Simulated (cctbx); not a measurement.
# What is wrong with this refinement?

Cell a = 7.9740 Å, b = 7.9740 Å, c = 7.9740 Å, α = 90.00°, β = 90.00°, γ = 90.00°; space group F-43m (no. 216).

Simulated single-crystal data (cctbx): Cu Kα, λ = 1.54184 Å, to d = 0.8 Å, 95 % of the full sphere, strongest reflection 5000 counts, noise from counting, a 6 % proportional error and a noise floor of 2 counts (s.d.); no absorption.

An isotropic refinement with weights 1/σ² prints:

```text
Rint 0.056, 76 unique reflections to 0.80 A
cycle     R1     wR2    GooF  max shift (A)
   1  0.3500  0.6377  24.154   1.14407
   4  0.0107  0.0232   0.879   0.00000
final R1 0.0107 wR2 0.0232 GooF 0.879  parameters 6  data/parameter 12.7
atom        x        y        z      Ueq    occ   su(xyz)  su(Uiso or U11)
Sb1    0.00000  0.00000  0.00000   0.0098  1.000  0.00000  0.0002
Ge1    0.50000  0.00000  0.00000   0.0089  1.000  0.00000  0.0002
Ca1    0.25000  0.25000  0.25000   0.0086  1.000  0.00000  0.0005
Na1    0.25000  0.25000  0.75000   0.0120  1.000  0.00000  0.0009
O1     0.50000  0.00000  0.75823   0.0152  1.000  0.00023  0.0004
difference map: max 0.35 min -0.31 rms 0.07
Q1    0.0000  0.0000  0.3300   24    0.35  0.57 A from O1
Q2    0.0000  0.0000  0.1750   24    0.22  0.66 A from O1
Q3    0.0055  0.1317  0.2486   96    0.15  1.05 A from O1
Q4    0.1186  0.1186  0.6186   16    0.15  1.64 A from Ge1
Q5    0.0485  0.0485  0.5485   16    0.13  0.67 A from Ge1
Q6    0.1664  0.1664  0.8336   16    0.08  1.15 A from Na1
```

**Question.** Can this result stand? If not, what is the likely fault?

It can stand. The set-up had a fault (start far from the minimum), but the refinement still reached the right minimum: R1 = 0.0107, wR2 = 0.0232, GooF = 0.88 against R1 = 0.0107, wR2 = 0.0232, GooF = 0.88 for the right model.

The compound is NaCaGeSbO6. The right model at the same level gives:

```text
Rint 0.056, 76 unique reflections to 0.80 A
cycle     R1     wR2    GooF  max shift (A)
   1  0.0822  0.1765   6.684   0.03454
   2  0.0107  0.0232   0.879   0.00000
final R1 0.0107 wR2 0.0232 GooF 0.879  parameters 6  data/parameter 12.7
atom        x        y        z      Ueq    occ   su(xyz)  su(Uiso or U11)
Sb1    0.00000  0.00000  0.00000   0.0098  1.000  0.00000  0.0002
Ge1    0.50000  0.00000  0.00000   0.0089  1.000  0.00000  0.0002
Ca1    0.25000  0.25000  0.25000   0.0086  1.000  0.00000  0.0005
Na1    0.25000  0.25000  0.75000   0.0120  1.000  0.00000  0.0009
O1     0.50000  0.00000  0.75823   0.0152  1.000  0.00023  0.0004
difference map: max 0.35 min -0.31 rms 0.07
Q1    0.0000  0.0000  0.3300   24    0.35  0.57 A from O1
Q2    0.0000  0.0000  0.1750   24    0.22  0.66 A from O1
Q3    0.0055  0.1317  0.2486   96    0.15  1.05 A from O1
Q4    0.1186  0.1186  0.6186   16    0.15  1.64 A from Ge1
Q5    0.0485  0.0485  0.5485   16    0.13  0.67 A from Ge1
Q6    0.1664  0.1664  0.8336   16    0.08  1.15 A from Na1
```

The model is made up (kin elements in a known structure type, no relaxation), so it says nothing on whether the phase exists.

[Middle refinement cycles are left out of these outputs.]

[Logs are printed without paths, hosts, clocks, repeated set-up lines and the standing remarks that a program may print on its own settings, such as how far it seeks lower states.]
